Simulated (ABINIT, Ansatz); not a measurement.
**SnAs (Fm-3m): from the cell to the phonon bands**

Aim: the phonon dispersion of SnAs (Fm-3m), checked by a second program.

Program: ABINIT 10.8.3. Level of theory: DFT LDA, scalar-relativistic, plane waves, PseudoDojo norm-conserving pseudopotentials. Results are calculated unless marked as measured.

The database entry behind the starting cell differs from later determinations by our own check (an axis about 0.7 % short against later determinations), so it need not match the best structure at ambient conditions.

**1. The structure**

It takes space group Fm-3m (No. 225, cubic). The conventional cell has a = 5.681 Å, b = 5.681 Å, c = 5.681 Å, α = 90.00°, β = 90.00°, γ = 90.00°. Nearest to Sn lie 6 As at 2.84 Å. As has 6 Sn at 2.84 Å nearest. Farther neighbours are not listed.

**2. A first look**

A first run with smearing and empty bands tells whether the crystal has a gap, which decides between fixed occupations and smearing later on.

The input, probe.abi:

```
# ground state
tolvrs 1.0d-08
prtden 1
prtwf 1

# basis, mesh and filling
ecut 34.0
ngkpt 6 6 6
nshiftk 1
shiftk 0.0 0.0 0.0
istwfk *1
occopt 7
tsmear 0.005
nband 22
nstep 100
diemac 9.0
prtebands 0
prtgsr 0

# cell and atoms
acell 3*1.0 Angstrom
rprim 
    0.0 2.8405 2.8405
    2.8405 0.0 2.8405
    2.8405 2.8405 0.0
ntypat 2
znucl 50 33
natom 2
typat 1 2
xred 
    0.0 0.0 0.0
    0.5 0.5 0.5
pp_dirpath "./pseudo"
pseudos "Sn.upf, As.upf"
```

On the command line:

```console
> OMP_NUM_THREADS=1 mpirun -n 4 abinit probe.abi > probe.log
```

Numbers of over 12 decimals in the logs are rounded to 6 here.

probe.abo, the main output file:

```text
[banners, grids, parts of the stress and lines that vanish by symmetry left out]
- input  file    -> probe.abi
- output file    -> probe.abo
- root for input  files -> probei
[...]
Symmetries : space group Fm -3 m (#225); Bravais cF (face-center cubic)
[...]
mpw =        2954          nfft =       64000          nkpt =          16
[...]
== DATASET  1 ==================================================================
[...]
cutoff_energies: {ecut:  34.0, pawecutdg:  -1.0, }
[...]
ETOT  1  -184.20981965344    -1.842E+02 7.394E-01 2.533E+01
 ETOT  2  -184.54856540854    -3.387E-01 7.176E-03 8.987E+00
 ETOT  3  -184.55077768223    -2.212E-03 4.016E-03 2.796E-01
 ETOT  4  -184.55085104903    -7.337E-05 1.742E-03 3.066E-03
 ETOT  5  -184.55085181389    -7.649E-07 2.764E-03 5.713E-04
 ETOT  6  -184.55085193758    -1.237E-07 7.214E-04 5.992E-05
 ETOT  7  -184.55085195286    -1.529E-08 9.548E-04 1.127E-07
 ETOT  8  -184.55085195290    -3.814E-11 1.689E-04 3.817E-09
 At SCF step    8       vres2   =  3.82E-09 < tolvrs=  1.00E-08 =>converged.
[...]
sigma(1 1)=  3.69983232E-04  sigma(3 2)=  0.00000000E+00
  sigma(2 2)=  3.69983232E-04  sigma(3 1)=  0.00000000E+00
  sigma(3 3)=  3.69983232E-04  sigma(2 1)=  0.00000000E+00
[...]
convergence: {deltae: -3.814E-11, res2:  3.817E-09, residm:  1.689E-04, diffor: null, }
etotal    :  -1.84550852E+02
[...]
sigma(1 1)=  3.69983232E-04  sigma(3 2)=  0.00000000E+00
  sigma(2 2)=  3.69983232E-04  sigma(3 1)=  0.00000000E+00
  sigma(3 3)=  3.69983232E-04  sigma(2 1)=  0.00000000E+00
[...]
- sigma(1 1)=  1.08852825E+01  sigma(3 2)=  0.00000000E+00
- sigma(2 2)=  1.08852825E+01  sigma(3 1)=  0.00000000E+00
- sigma(3 3)=  1.08852825E+01  sigma(2 1)=  0.00000000E+00
[...]
fcart     -0.0000000000E+00 -0.0000000000E+00 -0.0000000000E+00
           strten      3.6998323204E-04  3.6998323204E-04  3.6998323204E-04
================================================================================

[key lines of the parts left out:]
pressure_GPa:  -1.0885E+01
```

Elapsed: 10 s, on 4 MPI ranks of Arm Neoverse V1, shared host.

Read from the output:

| Item | Value |
| --- | --- |
| volume per atom | 22.92 Å³ |
| pressure | -10.89 GPa |
| gap on the k-mesh | 0 eV |

No gap opens on this mesh, so smearing is kept; the printed pressure holds the stress of the finite basis too.

**3. Relaxation**

The harmonic expansion needs vanishing forces, and a free crystal bears no stress, so cell and atoms are brought to rest. Stress is more sensitive to the basis than forces are: the last 3 Ha under the cutoff are smoothed with ecutsm, and the cutoff is raised above that of the later runs.

The input, relax.abi:

```
# relaxation
ionmov 2
optcell 2
dilatmx 1.08
ntime 40
tolmxf 1.0d-05
tolvrs 1.0d-14
prtwf 0
prtden 0
chksymtnons 0

# basis, mesh and filling
ecut 42.0
ecutsm 3.0
ngkpt 8 8 8
nshiftk 1
shiftk 0.0 0.0 0.0
istwfk *1
occopt 7
tsmear 0.01
nband 22
nstep 100
diemac 1000000.0
prtebands 0
prtgsr 0

# cell and atoms
acell 3*1.0 Angstrom
rprim 
    0.0 2.8405 2.8405
    2.8405 0.0 2.8405
    2.8405 2.8405 0.0
ntypat 2
znucl 50 33
natom 2
typat 1 2
xred 
    0.0 0.0 0.0
    0.5 0.5 0.5
pp_dirpath "./pseudo"
pseudos "Sn.upf, As.upf"
```

On the command line:

```console
> OMP_NUM_THREADS=1 mpirun -n 4 abinit relax.abi > relax.log
```

relax.abo, the main output file:

```text
[banners, grids, parts of the stress and lines that vanish by symmetry left out]
- input  file    -> relax.abi
- output file    -> relax.abo
- root for input  files -> relaxi
[...]
Symmetries : space group Fm -3 m (#225); Bravais cF (face-center cubic)
[...]
mpw =        5104          nfft =      110592          nkpt =          29
[...]
== DATASET  1 ==================================================================
[...]
cutoff_energies: {ecut:  42.0, pawecutdg:  -1.0, }
[...]
ETOT  1  -184.16905708564    -1.842E+02 9.183E-01 4.436E+01
 ETOT  2  -184.55659673558    -3.875E-01 1.985E-02 1.575E+01
 ETOT  3  -184.55911335599    -2.517E-03 1.518E-02 7.787E-01
 ETOT  4  -184.55924031579    -1.270E-04 5.441E-03 1.624E-03
 ETOT  5  -184.55924057510    -2.593E-07 3.796E-03 7.847E-05
[...]
At SCF step   11       vres2   =  2.43E-16 < tolvrs=  1.00E-14 =>converged.
[...]
sigma(1 1)=  9.03764904E-06  sigma(3 2)=  0.00000000E+00
  sigma(2 2)=  9.03764904E-06  sigma(3 1)=  0.00000000E+00
  sigma(3 3)=  9.03764904E-06  sigma(2 1)=  0.00000000E+00
[...]
convergence: {deltae:  2.331E-12, res2:  2.435E-16, residm:  5.248E-04, diffor: null, }
etotal    :  -1.84559241E+02
[...]
ETOT  1  -184.55922514178    -1.846E+02 1.969E-03 2.069E-01
[...]
At SCF step    9       vres2   =  7.65E-15 < tolvrs=  1.00E-14 =>converged.
[...]
sigma(1 1)=  6.96745312E-06  sigma(3 2)=  0.00000000E+00
  sigma(2 2)=  6.96745312E-06  sigma(3 1)=  0.00000000E+00
  sigma(3 3)=  6.96745312E-06  sigma(2 1)=  0.00000000E+00
[...]
convergence: {deltae: -2.331E-12, res2:  7.655E-15, residm:  2.197E-05, diffor: null, }
etotal    :  -1.84559243E+02
[...]
ETOT  1  -184.55904991238    -1.846E+02 4.148E-02 2.322E+00
[...]
ETOT  9  -184.55924553839     2.473E-12 1.600E-05 8.267E-14
 ETOT 10  -184.55924553841    -1.194E-11 5.686E-06 2.442E-16
 At SCF step   10       vres2   =  2.44E-16 < tolvrs=  1.00E-14 =>converged.
[...]
sigma(1 1)= -3.54939738E-08  sigma(3 2)=  0.00000000E+00
  sigma(2 2)= -3.54939739E-08  sigma(3 1)=  0.00000000E+00
  sigma(3 3)= -3.54939739E-08  sigma(2 1)=  0.00000000E+00
[...]
convergence: {deltae: -1.194E-11, res2:  2.442E-16, residm:  5.686E-06, diffor: null, }
etotal    :  -1.84559246E+02
[...]
At Broyd/MD step   3, gradients are converged :
[...]
sigma(1 1)= -3.54939738E-08  sigma(3 2)=  0.00000000E+00
  sigma(2 2)= -3.54939739E-08  sigma(3 1)=  0.00000000E+00
  sigma(3 3)= -3.54939739E-08  sigma(2 1)=  0.00000000E+00
[...]
- sigma(1 1)= -1.04426876E-03  sigma(3 2)=  0.00000000E+00
- sigma(2 2)= -1.04426876E-03  sigma(3 1)=  0.00000000E+00
- sigma(3 3)= -1.04426876E-03  sigma(2 1)=  0.00000000E+00
[...]
fcart     -0.0000000000E+00 -0.0000000000E+00 -0.0000000000E+00
           strten     -3.5493973843E-08 -3.5493973850E-08 -3.5493973850E-08
================================================================================

[key lines of the parts left out:]
pressure_GPa:   1.0443E-03
Total energy (etotal) [Ha]= -1.84559245538405E+02
```

Wall time 91 s (4 MPI ranks).

The steps of the relaxation:

| step | energy less that of the first step (eV) | largest force (eV/Å) | volume (Å³) |
| --- | --- | --- | --- |
| 1 | 0.0000 | 0.0000 | 45.84 |
| 2 | -0.0001 | 0.0000 | 45.80 |
| 3 | -0.0001 | 0.0000 | 45.67 |

| conventional cell, symmetrised | before | after | change |
| --- | --- | --- | --- |
| a (Å) | 5.681 | 5.674 | -0.1 % |
| b (Å) | 5.681 | 5.674 | -0.1 % |
| c (Å) | 5.681 | 5.674 | -0.1 % |
| volume (Å³/atom) | 22.92 | 22.84 | -0.4 % |

The relaxed structure:

```xyz
2
Lattice="0.0000 2.8371 2.8371 2.8371 0.0000 2.8371 2.8371 2.8371 0.0000" Properties=species:S:1:pos:R:3 pbc="T T T"
Sn    0.0000    0.0000    0.0000
As    2.8371    2.8371    2.8371
```

Numbers from this step:

```
volume per atom : 22.84 Å³
pressure        : 0.001044 GPa
```

The volume changes by -0.4 % in this run and stands -0.4 % from the first cell.

**4. Ground state**

The response is built on these wavefunctions, so the potential is converged far more tightly than an energy would need. Smearing stays on, as the first look found no gap above 0.3 eV.

The input, gs.abi:

```
# ground state
tolvrs 1.0d-16
prtden 1
prtwf 1

# basis, mesh and filling
ecut 34.0
ngkpt 8 8 8
nshiftk 1
shiftk 0.0 0.0 0.0
istwfk *1
occopt 7
tsmear 0.01
nband 22
nstep 100
diemac 1000000.0
prtebands 0
prtgsr 0

# cell and atoms
acell 3*1.0 Angstrom
rprim 
    0.0 2.83714704 2.83714704
    2.83714704 0.0 2.83714704
    2.83714704 2.83714704 0.0
ntypat 2
znucl 50 33
natom 2
typat 1 2
xred 
    0.0 0.0 0.0
    0.5 0.5 0.5
pp_dirpath "./pseudo"
pseudos "Sn.upf, As.upf"
```

On the command line:

```console
> OMP_NUM_THREADS=1 mpirun -n 4 abinit gs.abi > gs.log
```

gs.abo, the main output file:

```text
[banners, grids, parts of the stress and lines that vanish by symmetry left out]
- input  file    -> gs.abi
- output file    -> gs.abo
- root for input  files -> gsi
[...]
Symmetries : space group Fm -3 m (#225); Bravais cF (face-center cubic)
[...]
mpw =        2954          nfft =       64000          nkpt =          29
[...]
== DATASET  1 ==================================================================
[...]
cutoff_energies: {ecut:  34.0, pawecutdg:  -1.0, }
[...]
ETOT  1  -184.20318392207    -1.842E+02 8.036E-01 2.630E+01
 ETOT  2  -184.54994881755    -3.468E-01 1.512E-02 5.873E+00
 ETOT  3  -184.55156736525    -1.619E-03 4.146E-03 9.594E-02
 ETOT  4  -184.55159265933    -2.529E-05 5.117E-03 3.465E-04
 ETOT  5  -184.55159275248    -9.316E-08 1.455E-03 2.051E-05
[...]
ETOT 10  -184.55159275738    -7.645E-12 1.665E-04 9.503E-15
 ETOT 11  -184.55159275738     3.439E-12 1.562E-04 9.148E-17
 At SCF step   11       vres2   =  9.15E-17 < tolvrs=  1.00E-16 =>converged.
[...]
sigma(1 1)=  3.54345572E-04  sigma(3 2)=  0.00000000E+00
  sigma(2 2)=  3.54345572E-04  sigma(3 1)=  0.00000000E+00
  sigma(3 3)=  3.54345572E-04  sigma(2 1)=  0.00000000E+00
[...]
convergence: {deltae:  3.439E-12, res2:  9.148E-17, residm:  1.562E-04, diffor: null, }
etotal    :  -1.84551593E+02
[...]
sigma(1 1)=  3.54345572E-04  sigma(3 2)=  0.00000000E+00
  sigma(2 2)=  3.54345572E-04  sigma(3 1)=  0.00000000E+00
  sigma(3 3)=  3.54345572E-04  sigma(2 1)=  0.00000000E+00
[...]
- sigma(1 1)=  1.04252066E+01  sigma(3 2)=  0.00000000E+00
- sigma(2 2)=  1.04252066E+01  sigma(3 1)=  0.00000000E+00
- sigma(3 3)=  1.04252066E+01  sigma(2 1)=  0.00000000E+00
[...]
fcart     -1.4713626310E-31  4.9045421033E-32  4.9045421033E-32
           strten      3.5434557151E-04  3.5434557151E-04  3.5434557151E-04
================================================================================

[key lines of the parts left out:]
pressure_GPa:  -1.0425E+01
```

It took 23 s on 4 MPI ranks.

This step gave:

| Property | Result |
| --- | --- |
| pressure | -10.43 GPa |

The cell stands at -10 GPa: the relaxation ran with a smoothed and higher cutoff, and the difference is a stress of the finite basis. A stress of this size shows a cutoff too low for these files.

(Continued in part 2 of 4.)

[Host names and launcher messages were left out of these logs when they were recorded.]

[Logs are printed without paths, hosts, clocks, repeated set-up lines and the standing remarks that a program may print on its own settings, such as how far it seeks lower states.]

[Hosts, paths, dates, database ids (printed as entryN), source tags and the programs' standing remarks are cut or masked in the printed files.]
